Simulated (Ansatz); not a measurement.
# Band gap of La2O3 (P-3m1) from density functionals to GW, part 2 of 2

Aim: the gap of La2O3 (P-3m1) at several levels of theory on one structure, with the time that each takes.

Ansatz 0.2.0; density functionals, hybrids and G0W0, plane waves, PAW. Known limits of the many-body steps: finite bands, screening cutoff and k mesh; no spin-orbit coupling in G0W0.

So far. Step 6 (HSE06 on the 6×6×2 mesh): Over mesh and listed points the gap is 5.286 eV, from k = (0.500, 0.000, 0.500) to k = (0.333, 0.333, 0.000). The least direct gap found is 5.414 eV, at k = (0.333, 0.333, 0.000). HSE06 against PBE: 5.286 − 3.841 = +1.445 eV. The runs also differ in mesh (12×12×4 and 6×6×2), and the conduction bottom lies at another k point, so how much of this comes from the functional alone is not known.

In doubt: masses and optical values from hybrid runs of this build are listed as unsure (steps 10, 11), which bears on the screening that GW takes from such a start.

### 8. DDH-PBE0 on the 6×6×2 mesh

The input asks for a share of exact exchange of one over the crystal's ε∞, which the program works out first.

This step: DFT, dielectric-dependent PBE0 (fraction 1/eps_inf of PBE), plane waves, PAW.

input.yaml reads:

```yaml
crystal:
  lattice:
    - [3.930777878, 0.0, 0.0]
    - [-1.965388939, 3.404153499, 0.0]
    - [0.0, 0.0, 6.11195352]
  atoms:
    - { symbol: La, position: [0.66666667, 0.33333333, 0.75376432] }
    - { symbol: La, position: [0.33333333, 0.66666667, 0.24623568] }
    - { symbol: O, position: [0.66666667, 0.33333333, 0.35410935] }
    - { symbol: O, position: [0.33333333, 0.66666667, 0.64589065] }
    - { symbol: O, position: [0.0, 0.0, 0.0] }
  host: atoms
kpoints:
  mp_grid: { grid: [6, 6, 2] }
  band_path:
    path:
      - [0.0, 0.0, 0.0]
      - [0.5, 0.0, 0.0]
      - [0.3333333333, 0.3333333333, 0.0]
      - [0.0, 0.0, 0.5]
      - [0.5, 0.0, 0.5]
      - [0.3333333333, 0.3333333333, 0.5]
    npoints: 1
hamiltonian:
  xc:
    exchange: pbe
    correlation: pbe
    exx: { coeff: inverse_dielectric }
scf:
  occupations: { method: fixed }
  n_extra_bands: 5
output:
  forces: true
  stress: true
  eigenvalues: true
```

Started as:

```bash
> ansatz run input.yaml --threads 3 --pin off --max-ram 64512MiB --backend cuda --events-out ev --progress --plain --runs-dir out --devices 1 --max-vram 24GiB  # rebuilt from the run's record
```

Numbers of over 12 decimals in the logs are rounded to 6 here.

The log of the run:

```text
[...]
the fraction of exact exchange is that of a crystal of La2O3
GPUs: using 1 of 1 available (devices: 1).
[...]
a weight of exact exchange comes from the crystal, and the text's number only plans the run
Solving k-mesh 6×6×4 for the fraction of exact exchange
[...]
--- Band table (eV; the first three rows and the last of 14) ---
  k-point 0: bands = [... 16 lower, 6.8143, 8.2151, 8.2151, 8.5055, 15.0103, 15.2157, 15.2157, 15.7003, ... 1 higher]
  k-point 1: bands = [... 16 lower, 7.5650, 7.7649, 8.3126, 8.3126, 15.5888, 15.5888, 15.8308, 15.9685, ... 1 higher]
  k-point 2: bands = [... 16 lower, 7.4190, 7.8383, 8.1984, 8.4080, 15.0394, 15.4119, 15.5243, 15.9403, ... 1 higher]
  k-point 13: bands = [... 16 lower, 7.9771, 8.3081, 8.3081, 8.3762, 14.8493, 15.6058, 16.1595, 16.1595, ... 1 higher]
[key lines of the parts left out:]
Free energy (F): -14217.541691 eV
Fermi energy:    8.612293 eV
P = ⅓ Tr σ = -0.1184 GPa (-1.184 kbar)
```

Wall time 54 s (1 × NVIDIA H100 80GB HBM3 (shared by 3 runs) with 3 threads of AMD EPYC 7R13 (Zen 3), shared host); peak memory 2.3 GiB; 1.8 min of CPU time.

This step gave:

* gap: 5.666 eV
* valence top at: L
* conduction bottom at: K
* least direct gap: 5.791 eV
* exact-exchange fraction: 0.2086

Over mesh and listed points the gap is 5.666 eV, from k = (0.500, 0.000, 0.500) to k = (0.333, 0.333, 0.000). The least direct gap found is 5.791 eV, at k = (0.333, 0.333, 0.000). DDH-PBE0 against PBE0: 5.666 − 6.029 = −0.363 eV, with the same mesh, files and cutoff, and both edges at the same k points. The program's warnings for this run: stress exchange threshold loose; stress scf threshold loose.

### 9. G0W0@PBE, 6×6×2 mesh, 525 empty bands, screening to 200 eV

G0W0 replaces the xc potential by a self-energy built once from the orbitals of the start. Levels are corrected in the window of bands that the input names, at points of the mesh.

This step: G0W0 on PBE, plane waves, PAW.

input.yaml reads:

```yaml
crystal:
  lattice:
    - [3.930777878, 0.0, 0.0]
    - [-1.965388939, 3.404153499, 0.0]
    - [0.0, 0.0, 6.11195352]
  atoms:
    - { symbol: La, position: [0.66666667, 0.33333333, 0.75376432] }
    - { symbol: La, position: [0.33333333, 0.66666667, 0.24623568] }
    - { symbol: O, position: [0.66666667, 0.33333333, 0.35410935] }
    - { symbol: O, position: [0.33333333, 0.66666667, 0.64589065] }
    - { symbol: O, position: [0.0, 0.0, 0.0] }
kpoints:
  mp_grid: { grid: [6, 6, 2] }
hamiltonian:
  xc: pbe
scf:
  occupations: { method: fixed }
gw:
  n_empty_bands: 525
  ecut_chi: 200.0
  qp_bands: [v2, c2]
  qp_kpoints: band_edges
  screening: { model: contour_deformation }
```

The log of the run:

```text
GPUs: using 1 of 1 available (devices: 1).
[...]
GPU FFT provider: cuFFT
GPU libraries: cuBLAS 13.8.2, cuFFT 12.4.0, cuSOLVER 12.3.4
Crystal: 5 atoms, lattice volume = 81.784 Å³
Basis set: ecut = 420 eV, 1641 PW (Γ)
Bands: 25, of which v1, the nominal top of the filled ones, is band 20 counted from 1 (19 counted from 0)
Symmetry: 12 space group operations
[...]
k-points: 14 of 72
[...]
12    22     14.4160   -14.6405    -7.4104   -24.6284  0.7557    17.1531    16.9935  root ?
    13    19      9.4324   -24.8869     4.1237   -20.0413  0.7365     8.7024     8.7104  root
    13    20      9.4852   -25.5211     4.0096   -20.8070  0.7475     8.7741     8.7809  root
    13    21     13.9477   -11.6842    -5.6312   -18.9873  0.7861    15.6613    15.6196  root
    13    22     14.5206   -13.6865    -7.0738   -23.0973  0.7608    16.9818    16.8576  root ?
[key lines of the parts left out:]
SCF converged after 7 iterations
Free energy (F): -14212.057189 eV
Fermi energy:    9.711240 eV
```

Wall time 30 s (1 × NVIDIA H100 80GB HBM3 (shared by 3 runs) with 3 threads); peak memory 1.9 GiB; 41 s of CPU time.

This step gave:

| Quantity | Value |
| --- | --- |
| bands summed | 545 |
| RPA ε∞ on this mesh (eigenvalues) | 4.527, 4.604, 4.604 |
| plane waves in the screening matrix | 537 |
| G0W0 gap over the corrected points | 5.477 eV |
| k of the valence top | 0, -0.5, -0.5 |
| k of the conduction bottom | 0.3333, 0.3333, 0 |
| starting gap on the mesh | 3.843 eV |
| Z at the valence top | 0.7384 |
| Z at the conduction bottom | 0.8056 |
| least direct G0W0 gap over the corrected points | 5.599 eV |

Over all 14 irreducible mesh points the G0W0 gap is 5.477 eV, from k = (0.000, -0.500, -0.500) to k = (0.333, 0.333, 0.000). The PBE gap of this run on the mesh is 3.843 eV. Other states bound it: the two that bound the G0W0 gap lie 3.858 eV apart in PBE, so state for state the correction is 5.477 − 3.858 = +1.619 eV, while gap against gap it is 5.477 − 3.843 = +1.634 eV. The program marks 18 of the 56 corrected levels as in doubt (energies apart), neither edge state among them.

### 10. G0W0@HSE06, 6×6×2 mesh, 525 empty bands, screening to 200 eV

This step: G0W0 on HSE06, plane waves, PAW.

Edit input.yaml of step 9 so:

```diff
@@ -14,3 +14,3 @@
 hamiltonian:
-  xc: pbe
+  xc: hse06
 scf:
```

The log of the run:

```text
GPUs: using 1 of 1 available (devices: 1).
[...]
GPU FFT provider: cuFFT
GPU libraries: cuBLAS 13.8.2, cuFFT 12.4.0, cuSOLVER 12.3.4
Crystal: 5 atoms, lattice volume = 81.784 Å³
Basis set: ecut = 420 eV, 1641 PW (Γ)
Bands: 25, of which v1, the nominal top of the filled ones, is band 20 counted from 1 (19 counted from 0)
Symmetry: 12 space group operations
[...]
k-points: 14 of 72
[...]
1    21     15.4017    -9.3886    -4.9611   -15.1924  0.8306    16.2504    16.2444  root
     1    22     15.4017    -9.3886    -4.9611   -15.1924  0.8306    16.2504    16.2444  root
[...]
13    19      8.4636   -24.9351     3.7275   -21.0647  0.7756     8.3206     8.3208  root
    13    20      8.5341   -25.6407     3.6602   -21.8605  0.7840     8.4140     8.4141  root
    13    21     14.6472    -8.7344    -4.2131   -13.5129  0.8379    15.2148    15.2126  root
    13    22     15.4087    -8.4624    -4.7992   -13.9077  0.8339    16.0582    16.0548  root
[key lines of the parts left out:]
Free energy (F): -14220.589434 eV
Fermi energy:    8.770665 eV
```

Run time: 52 s. Hardware: 1 × NVIDIA H100 80GB HBM3 (shared by 3 runs) with 3 threads; peak memory 2.3 GiB; 66 s of CPU time.

This step gave:

* bands summed: 545
* RPA ε∞ on this mesh (eigenvalues): 3.637, 3.703, 3.703
* plane waves in the screening matrix: 537
* G0W0 gap over the corrected points: 5.767 eV
* k of the valence top: 0, -0.5, -0.5
* k of the conduction bottom: 0.3333, 0.3333, 0
* starting gap on the mesh: 5.287 eV
* Z at the valence top: 0.7769
* Z at the conduction bottom: 0.8441
* least direct G0W0 gap over the corrected points: 5.900 eV

Over all 14 irreducible mesh points the G0W0 gap is 5.767 eV, from k = (0.000, -0.500, -0.500) to k = (0.333, 0.333, 0.000). The HSE06 gap of this run on the mesh is 5.287 eV. The two states that bound the G0W0 gap lie that far apart at the start, so the correction of the gap is 5.767 − 5.287 = +0.480 eV. G0W0@HSE06 against G0W0@PBE with 545 bands: 5.767 − 5.477 = +0.290 eV, with the same mesh, files and cutoffs, and both edges at the same k points.

### 11. G0W0@PBE0, 6×6×2 mesh, 525 empty bands, screening to 200 eV

This step: G0W0 on PBE0, plane waves, PAW.

Edit input.yaml of step 10 so:

```diff
@@ -14,3 +14,3 @@
 hamiltonian:
-  xc: hse06
+  xc: pbe0
 scf:
```

The log of the run:

```text
GPUs: using 1 of 1 available (devices: 1).
[...]
GPU FFT provider: cuFFT
GPU libraries: cuBLAS 13.8.2, cuFFT 12.4.0, cuSOLVER 12.3.4
Crystal: 5 atoms, lattice volume = 81.784 Å³
Basis set: ecut = 420 eV, 1641 PW (Γ)
Bands: 25, of which v1, the nominal top of the filled ones, is band 20 counted from 1 (19 counted from 0)
Symmetry: 12 space group operations
[...]
k-points: 14 of 72
[...]
1    21     15.7809    -9.3171    -4.8065   -14.6978  0.8403    16.3575    16.3551  root
     1    22     15.7809    -9.3171    -4.8065   -14.6978  0.8403    16.3575    16.3551  root
[...]
13    19      8.0746   -24.9452     3.5895   -21.4699  0.7875     8.1886     8.1888  root
    13    20      8.1462   -25.6515     3.5326   -22.2640  0.7949     8.2912     8.2914  root
    13    21     15.0066    -8.6816    -4.0912   -13.0729  0.8469    15.3072    15.3067  root
    13    22     15.7825    -8.3898    -4.6533   -13.4218  0.8435    16.1622    16.1612  root
[key lines of the parts left out:]
Free energy (F): -14218.675380 eV
Fermi energy:    8.383352 eV
```

Wall time 61 s (1 × NVIDIA H100 80GB HBM3 (shared by 3 runs) with 3 threads); peak memory 2.3 GiB; 82 s of CPU time.

This step gave:

| Item | Value |
| --- | --- |
| bands summed | 545 |
| RPA ε∞ on this mesh (eigenvalues) | 3.451, 3.518, 3.518 |
| plane waves in the screening matrix | 537 |
| G0W0 gap over the corrected points | 5.987 eV |
| k of the valence top | 0, -0.5, -0.5 |
| k of the conduction bottom | 0.3333, 0.3333, 0 |
| starting gap on the mesh | 6.029 eV |
| Z at the valence top | 0.7885 |
| Z at the conduction bottom | 0.8526 |
| least direct G0W0 gap over the corrected points | 6.115 eV |

Over all 14 irreducible mesh points the G0W0 gap is 5.987 eV, from k = (0.000, -0.500, -0.500) to k = (0.333, 0.333, 0.000). The PBE0 gap of this run on the mesh is 6.029 eV. The two states that bound the G0W0 gap lie that far apart at the start, so the correction of the gap is 5.987 − 6.029 = −0.042 eV. G0W0@PBE0 against G0W0@HSE06 with 545 bands: 5.987 − 5.767 = +0.220 eV, with the same mesh, files and cutoffs, and both edges at the same k points.

### 12. All levels together

Each gap is the least one over the points named; times are wall times on shared hosts, not benchmarks. A G0W0 time includes the run's own self-consistent start. Runs with listed points see these and the mesh alone, so an edge that moves elsewhere is missed. Rows marked * are further runs, not shown as steps, whose inputs differ from the G0W0 step on the same start in the columns given; solver thresholds can differ too. Symmetry makes (0.500, 0.000, 0.500) and (0.000, -0.500, -0.500) one point.

```tsv
level	mesh	files, cutoff	bands summed, screening	points	gap (eV)	valence top	conduction bottom	least direct gap (eV)	time
LDA	12×12×4	soft_2 PAW, 420 eV	-	mesh and listed points	3.731	(0.250, 0.250, -0.500)	(0.333, 0.333, 0.000)	3.824	3.5 s
PBE	12×12×4	soft_2 PAW, 420 eV	-	mesh and path	3.841	(0.500, 0.000, 0.500)	(0.500, 0.000, 0.000)	3.966	11 s
PBE+SOC	12×12×4	soft_2 PAW, 420 eV	-	mesh and listed points	3.828	(0.500, 0.000, 0.500)	(0.500, 0.000, 0.000)	3.955	6.6 s
r2SCAN	12×12×4	soft_2 PAW, 500 eV	-	mesh and listed points	4.223	(0.500, 0.000, 0.500)	(0.333, 0.333, 0.000)	4.344	4 s
HSE06	6×6×2	soft_2 PAW, 420 eV	-	mesh and listed points	5.286	(0.500, 0.000, 0.500)	(0.333, 0.333, 0.000)	5.414	51 s
PBE0	6×6×2	soft_2 PAW, 420 eV	-	mesh and listed points	6.029	(0.500, 0.000, 0.500)	(0.333, 0.333, 0.000)	6.156	28 s
DDH-PBE0	6×6×2	soft_2 PAW, 420 eV	-	mesh and listed points	5.666	(0.500, 0.000, 0.500)	(0.333, 0.333, 0.000)	5.791	54 s
G0W0@PBE*	6×6×2	soft_2 PAW, 420 eV	205, 100 eV	all 14 irreducible mesh points	5.346	(0.000, -0.500, -0.500)	(0.333, 0.333, 0.000)	5.447	9.7 s
G0W0@PBE	6×6×2	soft_2 PAW, 420 eV	545, 200 eV	all 14 irreducible mesh points	5.477	(0.000, -0.500, -0.500)	(0.333, 0.333, 0.000)	5.599	30 s
G0W0@HSE06	6×6×2	soft_2 PAW, 420 eV	545, 200 eV	all 14 irreducible mesh points	5.767	(0.000, -0.500, -0.500)	(0.333, 0.333, 0.000)	5.900	52 s
G0W0@PBE0	6×6×2	soft_2 PAW, 420 eV	545, 200 eV	all 14 irreducible mesh points	5.987	(0.000, -0.500, -0.500)	(0.333, 0.333, 0.000)	6.115	61 s
```

### 13. Outcome

| Item | Value |
| --- | --- |
| LDA, over mesh and listed points | 3.731 eV |
| PBE, over mesh and path | 3.841 eV |
| PBE+SOC, over mesh and listed points | 3.828 eV |
| r2SCAN, over mesh and listed points | 4.223 eV |
| HSE06, over mesh and listed points | 5.286 eV |
| PBE0, over mesh and listed points | 6.029 eV |
| DDH-PBE0, over mesh and listed points | 5.666 eV |
| G0W0@PBE (545 bands, 6×6×2), over all 14 irreducible mesh points | 5.477 eV |
| G0W0@HSE06, over all 14 irreducible mesh points | 5.767 eV |
| G0W0@PBE0, over all 14 irreducible mesh points | 5.987 eV |
| known limits | finite bands, screening cutoff and k mesh; no spin-orbit coupling in G0W0 |

In words: The rows run from 3.731 eV (LDA) to 6.029 eV (PBE0). They differ in mesh, plane-wave cutoff, bands and screening cutoff of G0W0 and the points over which the gap was sought as well as in level, so only pairs that share these are like for like. PBE+SOC against PBE: 3.828 − 3.841 = −0.013 eV, with the same mesh, set of files (read in its fully relativistic form for the spin-orbit run) and cutoff, and both edges at the same k points. The spin-orbit run sees mesh and listed points alone, so its gap is an upper bound: the coupling can move an edge off these points, and the change over the zone, its sign included where it is small, is not known. PBE0 against HSE06: 6.029 − 5.286 = +0.743 eV, with the same mesh, files and cutoff, and both edges at the same k points. DDH-PBE0 against PBE0: 5.666 − 6.029 = −0.363 eV, with the same mesh, files and cutoff, and both edges at the same k points. G0W0@HSE06 against G0W0@PBE with 545 bands: 5.767 − 5.477 = +0.290 eV, with the same mesh, files and cutoffs, and both edges at the same k points. G0W0@PBE0 against G0W0@HSE06 with 545 bands: 5.987 − 5.767 = +0.220 eV, with the same mesh, files and cutoffs, and both edges at the same k points. The dielectric-dependent hybrid took 0.209 of exact exchange, against 0.25 in PBE0. G0W0@PBE (545 bands, 6×6×2) moves the gap of its own start on the mesh by 5.477 − 3.843 = +1.634 eV, with other states at the edges (they lie 3.858 eV apart at the start). Both edges that PBE shows over mesh and path lie at k points where levels were corrected. G0W0 has the conduction bottom at another k point than that. Levels at other points were not corrected, so a lower G0W0 gap elsewhere in the zone is not ruled out. G0W0@HSE06 moves the gap of its own start on the mesh by 5.767 − 5.287 = +0.480 eV, between the same two levels. Both edges that HSE06 shows over mesh and listed points lie at k points where levels were corrected. Levels at other points were not corrected, so a lower G0W0 gap elsewhere in the zone is not ruled out. G0W0@PBE0 moves the gap of its own start on the mesh by 5.987 − 6.029 = −0.042 eV, between the same two levels. Both edges that PBE0 shows over mesh and listed points lie at k points where levels were corrected. Levels at other points were not corrected, so a lower G0W0 gap elsewhere in the zone is not ruled out. What spin-orbit coupling does to the G0W0 levels was not computed, so no sum with the G0W0 gap is formed. For G0W0@PBE: from 205 bands and 100 eV to 545 bands and 200 eV the gap moves by 5.477 − 5.346 = +0.131 eV; bands and screening cutoff rise together, so their parts are not told apart. Two runs can't test a law of convergence, so the limit is not known. The other G0W0 rows are shown at one basis each (545 bands), so their distance from the limit is not known here. For G0W0@PBE (545 bands, 6×6×2): the program marks 18 of the 56 corrected levels as in doubt (energies apart), neither edge state among them. The G0W0 runs are scalar-relativistic. The cell holds La; where the f levels lie against the gap was not analysed here. No pair of G0W0 runs that differ in the mesh alone is shown (6×6×2 is a supercell whose nearest images lie 12 Å apart), so the error from the mesh is not known here. G0W0 is shown with one set of atomic data (soft_2 PAW), so the error from the files is not known here.

[Paths, hosts, dates, memory and timing lines, banners, echoed tables and standing remarks are left out of the program output.]

[Logs are printed without paths, hosts, clocks, repeated set-up lines and the standing remarks that a program may print on its own settings, such as how far it seeks lower states.]

[Runs of the session that timed out or met a known fault of the program may be left out.]

[Cells called generated may have been cut or substituted from an entry of the Crystallography Open Database or the Materials Project.]

[Hosts, paths, dates, database ids (printed as entryN), source tags and the programs' standing remarks are cut or masked in the printed files.]

[Where an RPA ε∞ is given, it is that of the G0W0 mesh and is not shown converged in it. Names of k-points follow the symmetry that the program found, which can be lower than the space group named. Band edges on a path are those of the sampled points; other points can move an edge, and change direct to indirect where valleys lie close.]

[Hybrid gaps are those of their k-mesh and are not shown converged in it.]
